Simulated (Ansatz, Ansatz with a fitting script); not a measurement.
# The order of polymorphs of InHO2 (Pmn2_1) on a ladder of methods, part 2 of 2

Wanted: the order of polymorphs of InHO2 (Pmn2_1), rung by rung, with cost.

Ansatz 0.2.0; density functionals and EXX+RPA, plane waves.

So far. Step 8 (Energy RPA (polymorph Pmn2_1)): Extrapolated from these cutoffs, the correlation energy is -13.50 eV per atom (fit error 0.03); such a limit moves with the range of cutoffs.

In doubt: RPA on norm-conserving files with a d shell is listed as unsure (step 8), so the values of those runs are not to be relied on.

## 9. Energy Hartree-Fock on PAW files (polymorph Pmn2_1)

Exact exchange on orbitals of the same functional is the other half of the RPA total energy; it is taken from PAW data, not from the files of the RPA run.

This step: Hartree-Fock energy on orbitals of LDA, plane waves, PAW.

File input.yaml:

```yaml
crystal:
  lattice:
    - [3.2838861257, 0.0, 0.0]
    - [0.0, 4.5797186074, 0.0]
    - [0.0, 0.0, 5.2776858519]
  atoms:
    - { symbol: In, position: [0.0, 0.7278178911, 0.0007655666] }
    - { symbol: In, position: [0.5, 0.2721821089, 0.5007655666] }
    - { symbol: H, position: [0.0, 0.8023920204, 0.479250074] }
    - { symbol: H, position: [0.5, 0.1976079796, 0.979250074] }
    - { symbol: O, position: [0.0, 0.9827511835, 0.3632387268] }
    - { symbol: O, position: [0.5, 0.0172488165, 0.8632387268] }
    - { symbol: O, position: [0.0, 0.5229990854, 0.6387456325] }
    - { symbol: O, position: [0.5, 0.4770009146, 0.1387456325] }
kpoints:
  mp_grid: { grid: [4, 3, 3] }
hamiltonian:
  xc: lda
  pseudopotentials: { kind: paw, source: ansatz, frozen_core: stored }
scf:
  occupations: { method: fixed }
  lower_state_search: "off"
  convergence: { dr2_threshold: 1.0e-09 }
output:
  embedding: [{ level: hf }]
basis:
  ecutwfc: 1000
```

Run with:

```
$ ansatz run input.yaml --threads 8 --pin off --max-ram 18432MiB --backend cpu --events-out ev --progress --plain --runs-dir out
```

Numbers of over 12 decimals in the logs are rounded to 6 here.

The program printed:

```text
Warning: <dir> the record states the generating functional pbe (its physics header spells it `PBE`), which answers neither for hamiltonian.xc's functional nor for the lda family's, and the run keeps its frozen core as the file was made (hamiltonian.pseudopotentials.frozen_core says where one is remade) — results may be inconsistent (PPs are generated against a specific XC)
[...]
Crystal: 8 atoms, lattice volume = 79.373 Å³
Basis set: ecut = 1000 eV, 5693 PW (Γ)
Bands: 42, of which v1, the nominal top of the filled ones, is band 34 counted from 1 (33 counted from 0)
Symmetry: 4 space group operations
[...]
k-points: 12 of 36 (time reversal used)
[...]
SCF iter   1: F=—  HF=-19909.448510 eV  |F-HF|=—  |Δ(HF+E_count)|=         —  Δρ=1.15e-1  dr2=7.20e0  ethr=3.10e-3  ⟨swp⟩=4.4  Hψ=1536  notcnv=0  defer=72
[...]
SCF iter  11: F=-19906.861926 eV  HF=-19906.861926 eV  |F-HF|=7.28e-12  |Δ(HF+E_count)|=  2.66e-10  Δρ=3.18e-7  dr2=5.25e-11  ethr=1.47e-12  ⟨swp⟩=9.2  Hψ=1721  notcnv=0
SCF 1 converged in 11 iterations: F = -19906.861926 eV  dr2 = 5.25e-11
[...]
Embedding: level 1/1
SCF converged after 11 iterations
Free energy (F): -19906.861926 eV
[...]
Internal energy: -19906.861926 eV  (E = F + TS)
E sigma→0 (E₀):  -19906.861926 eV
Fermi energy:    8.364640 eV
[...]
--- Band table (eV; the first three rows and the last of 12) ---
  k-point 0: bands = [... 30 lower, 7.9753, 8.2708, 8.2874, 8.3646, 10.3165, 15.0956, 15.3094, 16.4256, ... 4 higher]
  k-point 1: bands = [... 30 lower, 7.5040, 7.8485, 8.2698, 8.2751, 11.9499, 14.1743, 16.4773, 17.0578, ... 4 higher]
  k-point 2: bands = [... 30 lower, 7.8379, 7.8489, 8.2038, 8.2214, 12.0059, 13.9397, 15.2938, 15.3468, ... 4 higher]
  k-point 11: bands = [... 30 lower, 7.2010, 7.7468, 8.0920, 8.0940, 14.2577, 14.5937, 16.4644, 17.2257, ... 4 higher]
--- Embedding: other levels on nested regions, to first order at the run's own orbitals ---
  hf on the whole cell: 34 occupied orbitals
    hf − lda = -176.441717 eV: smooth +834.804187, one-centre +194.439237, exact exchange -1205.685141 eV
  E of the run      =    -19906.861926 eV
  E with the levels =    -20083.303643 eV; the forces and the stress are the run's own
```

The job ended after 1.7 min (8 threads of Arm Neoverse V1, shared host; peak memory 1.1 GiB; 12 min of CPU time).

This step gave:

| Property | Result |
| --- | --- |
| Hartree-Fock energy on these orbitals | -20083.3036 eV |

## 10. All cells and rungs

The same runs were made at every cell; a script gathers them. RPA correlation comes from norm-conserving files. It is added to exact exchange from a separate PAW run with frozen cores, on orbitals of the same functional but not those of the RPA run. Both sets of files were made for PBE. One row takes the correlation at one cutoff for all cells, another carries it to the limit cell by cell, where the extrapolations scatter.

Cells, by row:

```tsv
polymorph	atoms	volume per formula unit (Å³)
Pmn2_1 (31)	8	39.69
Pnnm (58)	8	38.84
```

Energy less that of the first cell; no zero-point or thermal terms; the two rows with exchange from PAW are two estimates of the RPA value: one cutoff favours the denser form, the extrapolation scatters; the order is settled only where both agree in sign beyond some 15 meV. Ladder, by row:

```tsv
level	Pmn2_1 (31), meV per formula unit	Pnnm (58), meV per formula unit	wall time, all cells (s)
LDA	0	-23.9	15.5
r2SCAN	0	61	33.63
r2SCAN+rVV10	0	51.3	48.85
r2SCAN-D4	0	56.9	34.14
HSE06	0	80.6	52.13
HSE06-D3(BJ)	0	64.5	51.86
EXX (PAW, exact core-valence exchange)	0	241.2	-
EXX+RPA, exchange from PAW, correlation at one sphere-equivalent cutoff of 285 eV	0	75	1448
EXX+RPA, exchange from PAW, correlation extrapolated in each cell	0	85.8	1448
EXX+RPA on norm-conserving files alone at that cutoff, core-valence term dropped	0	81.7	1448
EXX+RPA on norm-conserving files alone at that cutoff, core-valence term semilocal	0	79.6	1448
RPA correlation	0	-166.2	1448
```

## 11. Summary of results

| Item | Value |
| --- | --- |
| LDA | lowest: Pnnm (58) |
| r2SCAN | lowest: Pmn2_1 (31) |
| r2SCAN+rVV10 | lowest: Pmn2_1 (31) |
| r2SCAN-D4 | lowest: Pmn2_1 (31) |
| HSE06 | lowest: Pmn2_1 (31) |
| HSE06-D3(BJ) | lowest: Pmn2_1 (31) |
| EXX+RPA, exchange from PAW, correlation at one sphere-equivalent cutoff of 285 eV | lowest: Pmn2_1 (31) |
| EXX+RPA, exchange from PAW, correlation extrapolated in each cell | lowest: Pmn2_1 (31) |
| RPA settings | 4×3×3 and 3×3×4 mesh, response cutoffs up to 300 eV |

**Reading.** Against the first cell the two RPA rows with exchange from PAW give Pnnm (58) 75 to 86 meV per formula unit; neither is exact, since one cutoff truncates unlike cells unequally and the extrapolation scatters. RPA puts Pmn2_1 (31) lowest of the 2 forms run, which need not hold the ground state; r2SCAN, r2SCAN+rVV10, r2SCAN-D4, HSE06 and HSE06-D3(BJ) agree, while LDA chooses otherwise. Energies are for static lattices at cells relaxed by one functional; vibrations can shift such differences by some meV per atom. Each cell's own extrapolation carries a fit error of up to 35 meV per atom, and its limit still moves with the cutoffs, so totals aren't converged; only differences at equal settings are used. RPA is evaluated on semilocal orbitals, not self-consistently, on a coarse mesh. The norm-conserving files of one element are unsure for RPA totals. The cells differ in size and shape, so mesh and cutoff errors cancel only in part.

[Paths, hosts, dates, memory and timing lines, banners, echoed tables and standing remarks are left out of the program output.]

[Logs are printed without paths, hosts, clocks, repeated set-up lines and the standing remarks that a program may print on its own settings, such as how far it seeks lower states.]

[Runs of the session that timed out or met a known fault of the program may be left out.]

[Hosts, paths, dates, database ids (printed as entryN), source tags and the programs' standing remarks are cut or masked in the printed files.]
